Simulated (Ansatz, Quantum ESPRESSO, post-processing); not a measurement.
# The work function of Mo(110), 5 layers, one monolayer of F on longbridge sites, level by level, part 2 of 2

Wanted: work functions and the surface dipole of Mo(110), 5 layers, one monolayer of F on longbridge sites at several levels, with their cost.

Quantum ESPRESSO 7.5; plane-wave DFT, PBE, GBRV ultrasoft pseudopotentials; geometry and cross-check by Ansatz 0.2.0 with PAW datasets.

So far. Step 8 (Ground state: open boundaries by the effective …): The upper level is 6.167 eV against 6.159 eV from the periodic run. Step 9 (Ground state: vdW-DF-cx, GBRV ultrasoft): The upper face goes from 6.167 eV (PBE, GBRV) to 6.271 eV, a change of +0.104 eV.

## Step 10: SCF with pw.x: LDA, GBRV ultrasoft

Level of this step: plane-wave DFT, LDA, GBRV ultrasoft pseudopotentials (Quantum ESPRESSO 7.5).

The input, gbrv-lda.in:

```
&control
  prefix = 'gbrv-lda'
  outdir = './out'
  pseudo_dir = './pseudo'
  calculation = 'scf'
  tprnfor = .true.
/
&system
  ibrav = 0
  nat = 6
  ntyp = 2
  ecutwfc = 40
  ecutrho = 200
  occupations = 'smearing'
  smearing = 'mv'
  degauss = 0.02
  assume_isolated = 'esm'
  esm_bc = 'bc1'
/
&electrons
  conv_thr = 1e-07
  mixing_beta = 0.4
  electron_maxstep = 120
  mixing_mode = 'local-TF'
/
ATOMIC_SPECIES
  Mo  95.9500  mo_lda_v1.uspp.F.UPF
  F   18.9984  f_lda_v1.4.uspp.F.UPF
CELL_PARAMETERS angstrom
  2.22738636070000 -1.57500000000000 0.00000000000000
  2.22738636070000 1.57500000000000 0.00000000000000
  0.00000000000000 0.00000000000000 27.90954544300000
ATOMIC_POSITIONS crystal
  Mo  0.000000000000 0.000000000000 -0.186749029845
  Mo  0.500000000000 0.500000000000 -0.106941697845
  Mo  0.000000000000 0.000000000000 -0.027134365745
  Mo  0.500000000000 0.500000000000 0.053263341912
  Mo  -0.000000000000 -0.000000000000 0.131991864901
  F   0.500000000000 0.500000000000 0.186749029845
K_POINTS automatic
  10 10 1 0 0 0
```

Run with:

```console
$ OMP_NUM_THREADS=1 mpirun -n 4 pw.x -nk 4 -in gbrv-lda.in > gbrv-lda.out
```

It took 3.5 min on 4 MPI ranks of Arm Neoverse V1, shared host; peak memory 0.64 GiB; 14 min of CPU time.

Numbers from this step:

```
free energy                                                    : -10148.7207 eV
Fermi energy                                                   : -5.742 eV
vacuum line at the lower end of the cell, over the Fermi level : 4.978 eV
vacuum line at the upper end of the cell, over the Fermi level : 6.506 eV
```

The potential energy, planar mean oscillates, so the rows of the table below give means over windows of 2.21 Å about each position, cut where the curve ends. Its maxima inside the range that stand out by 2 % of the span (Å: eV): -4.1: -1.87, -1.9: -1.96, 0.3: -1.83, 2.6: -2.29, 4.7: -4.02. Its minima: -5.2: -33.9, -3.0: -34.2, -0.8: -34.0, 1.5: -34.3, 3.7: -34.7, 5.1: -6.90.

Electrostatic potential energy of an electron; zero at the Fermi level. Potential energy, planar mean against z; means over each step:

```
 z (Å)  potential energy, planar mean (eV)
-12.84                                4.98
-10.63                                4.98
 -8.42                                4.90
 -6.21                               -7.82
 -4.00                               -15.7
 -1.79                               -15.9
  0.42                               -15.6
  2.63                               -16.5
  4.84                               -9.16
  7.05                                6.35
  9.26                                6.51
 11.47                                6.51
 13.68                                6.51
```

The upper face goes from 6.167 eV (PBE, GBRV) to 6.506 eV, a change of +0.339 eV.

## Step 11: Self-consistent run: rev-vdW-DF2, GBRV ultrasoft

Level of this step: plane-wave DFT, rev-vdW-DF2, GBRV ultrasoft pseudopotentials made under PBE (Quantum ESPRESSO 7.5). input_dft overrides the functional of the files.

gbrv-vdw-df2-b86r.in is the input of step 10 with these lines changed:

```diff
@@ -1,3 +1,3 @@
 &control
-  prefix = 'gbrv-lda'
+  prefix = 'gbrv-vdw-df2-b86r'
   outdir = './out'
@@ -13,2 +13,3 @@
   ecutrho = 200
+  input_dft = 'vdw-df2-b86r'
   occupations = 'smearing'
@@ -26,4 +27,4 @@
 ATOMIC_SPECIES
-  Mo  95.9500  mo_lda_v1.uspp.F.UPF
-  F   18.9984  f_lda_v1.4.uspp.F.UPF
+  Mo  95.9500  mo_pbe_v1.uspp.F.UPF
+  F   18.9984  f_pbe_v1.4.uspp.F.UPF
 CELL_PARAMETERS angstrom
```

Run with:

```console
$ OMP_NUM_THREADS=1 mpirun -n 4 pw.x -nk 4 -in gbrv-vdw-df2-b86r.in > gbrv-vdw-df2-b86r.out
```

Run time: 3.6 min. Hardware: 4 MPI ranks; peak memory 0.86 GiB.

Numbers from this step:

| Item | Value |
| --- | --- |
| free energy | -10142.3972 eV |
| Fermi energy | -5.697 eV |
| vacuum line at the lower end of the cell, over the Fermi level | 4.977 eV |
| vacuum line at the upper end of the cell, over the Fermi level | 6.417 eV |

The potential energy, planar mean oscillates, so the rows of the table below give means over windows of 2.21 Å about each position, cut where the curve ends. Its maxima inside the range that stand out by 2 % of the span (Å: eV): -4.1: -2.09, -1.9: -2.17, 0.3: -2.04, 2.6: -2.50, 4.8: -4.28. Its minima: -5.2: -34.2, -3.0: -34.5, -0.8: -34.3, 1.5: -34.6, 3.7: -35.0, 5.1: -7.10.

Electrostatic potential energy of an electron; zero at the Fermi level. Table of potential energy, planar mean by z; means over each step:

```
 z (Å)  potential energy, planar mean (eV)
-12.84                                4.98
-10.63                                4.98
 -8.42                                4.87
 -6.21                               -7.99
 -4.00                               -15.9
 -1.79                               -16.1
  0.42                               -15.8
  2.63                               -16.7
  4.84                               -9.38
  7.05                                6.25
  9.26                                6.42
 11.47                                6.42
 13.68                                6.42
```

The upper face goes from 6.167 eV (PBE, GBRV) to 6.417 eV, a change of +0.250 eV.

## Step 12: All levels side by side

All levels:

```
                                                  level  upper face (eV)  lower face (eV)  dipole (e Å)  CPU time (s)
                                  QE PBE GBRV, sawtooth            6.159            4.715        -0.056         729.8
                                   QE PBE GBRV, ESM bc1            6.167             4.71             -         990.2
                   QE vdW-DF-cx GBRV ultrasoft, ESM bc1            6.271             4.92             -          1020
                         QE LDA GBRV ultrasoft, ESM bc1            6.506            4.978             -         842.8
                 QE rev-vdW-DF2 GBRV ultrasoft, ESM bc1            6.417            4.977             -         871.8
Ansatz PBE PAW, sawtooth (time of the whole relaxation)            6.125            4.683       -0.0559         114.2
```

The times are CPU seconds on a shared host; the codes use unlike cutoffs, datasets and smearings, so their times compare unlike work.

## Step 13: SCF with pw.x, with ecutwfc = 50 and ecutrho = 250

How much does a setting matter? One run is repeated with a change.

Level of this step: plane-wave DFT, PBE, GBRV ultrasoft pseudopotentials (Quantum ESPRESSO 7.5).

The input, esm.w0.in:

```
&control
  prefix = 'esm.w0'
  outdir = './out'
  pseudo_dir = './pseudo'
  calculation = 'scf'
  tprnfor = .true.
/
&system
  ibrav = 0
  nat = 6
  ntyp = 2
  ecutwfc = 50
  ecutrho = 250
  occupations = 'smearing'
  smearing = 'mv'
  degauss = 0.02
  assume_isolated = 'esm'
  esm_bc = 'bc1'
/
&electrons
  conv_thr = 1e-07
  mixing_beta = 0.4
  electron_maxstep = 120
  mixing_mode = 'local-TF'
/
ATOMIC_SPECIES
  Mo  95.9500  mo_pbe_v1.uspp.F.UPF
  F   18.9984  f_pbe_v1.4.uspp.F.UPF
CELL_PARAMETERS angstrom
  2.22738636070000 -1.57500000000000 0.00000000000000
  2.22738636070000 1.57500000000000 0.00000000000000
  0.00000000000000 0.00000000000000 27.90954544300000
ATOMIC_POSITIONS crystal
  Mo  0.000000000000 0.000000000000 -0.186749029845
  Mo  0.500000000000 0.500000000000 -0.106941697845
  Mo  0.000000000000 0.000000000000 -0.027134365745
  Mo  0.500000000000 0.500000000000 0.053263341912
  Mo  -0.000000000000 -0.000000000000 0.131991864901
  F   0.500000000000 0.500000000000 0.186749029845
K_POINTS automatic
  10 10 1 0 0 0
```

Run with:

```console
$ OMP_NUM_THREADS=1 mpirun -n 4 pw.x -nk 4 -in esm.w0.in > esm.w0.out
```

Elapsed: 4.5 min, on 4 MPI ranks; peak memory 0.84 GiB; 18 min of CPU time.

Beside the run it was changed from:

```
                                                           quantity   this run  unchanged run  difference
vacuum line at the upper end of the cell, over the Fermi level (eV)      6.170          6.167      0.0034
vacuum line at the lower end of the cell, over the Fermi level (eV)      4.708          4.710     -0.0015
                                                   free energy (eV)  -10139.14      -10139.08      -0.064
                                                      wall time (s)        268            248            
                                                     SCF iterations         39             46
```

The free energy moves by -11 meV an atom.

Levels move by up to 3 meV, which is small.

## Step 14: By hand

In the first self-consistent run, on its own zero, the Fermi level is 5.818 eV and the upper vacuum level 11.977 eV: φ = 11.977 − (5.818) = 6.159 eV.

The dipole of -0.2690 D is -0.0560 e Å (1 D = 0.20819 e Å). A dipole layer steps the potential by e p/(ε₀A), with e/ε₀ = 180.95 V Å: 180.95 × 0.0560 / 7.016 = 1.444 eV, against 1.444 eV between the two work functions.

## Step 15: Outcome

```yaml
work_function_of_the_covered_face_pbe_gbrv: 6.16 eV
work_function_of_the_bare_face_pbe_gbrv: 4.71 eV
covered_face_by_esm: 6.17 eV
dipole_along_the_normal: -0.0560 e·Å
covered_face_by_ansatz: 6.12 eV
```

What this shows: At the first level (PBE, GBRV ultrasoft) the work function comes to 6.16 eV on the upper face and 4.71 eV on the lower. The F layer ends 1.53 Å above the top metal plane and raises the work function by 1.44 eV against the bare face. This is the step −180.95 p/A = +1.44 eV of the slab's dipole p = -0.05600 e Å, which the dipole correction builds in. The bare face is held at bulk positions, so it is no relaxed clean surface. ESM differs from the periodic treatment by +8 meV on the upper face and -5 meV on the lower. Over the levels tried the upper face spans 6.12 eV (Ansatz PBE PAW, sawtooth) to 6.51 eV (QE LDA GBRV ultrasoft, ESM bc1). Quantum ESPRESSO and Ansatz give 6.16 and 6.12 eV for the upper face, which agree. Ansatz ran with Fermi-Dirac smearing of 0.1 eV against cold smearing of 0.02 Ry, which alone can move a level by some tens of meV. With 10×10 points and so few layers the values hold to some 0.05 to 0.1 eV. The slab is cut at a tabulated measured bulk lattice constant, given to two decimals. A full 1×1 monolayer may not be the stable structure at this coverage.

[Logs are printed without paths, hosts, clocks, repeated set-up lines and the standing remarks that a program may print on its own settings, such as how far it seeks lower states.]

[Hosts, paths, dates, database ids (printed as entryN), source tags and the programs' standing remarks are cut or masked in the printed files.]

[Maps of the electrostatic potential energy from Ansatz leave out the sawtooth potential of an applied field or a dipole correction, so their vacuum need not be flat; planar profiles and work functions include it.]
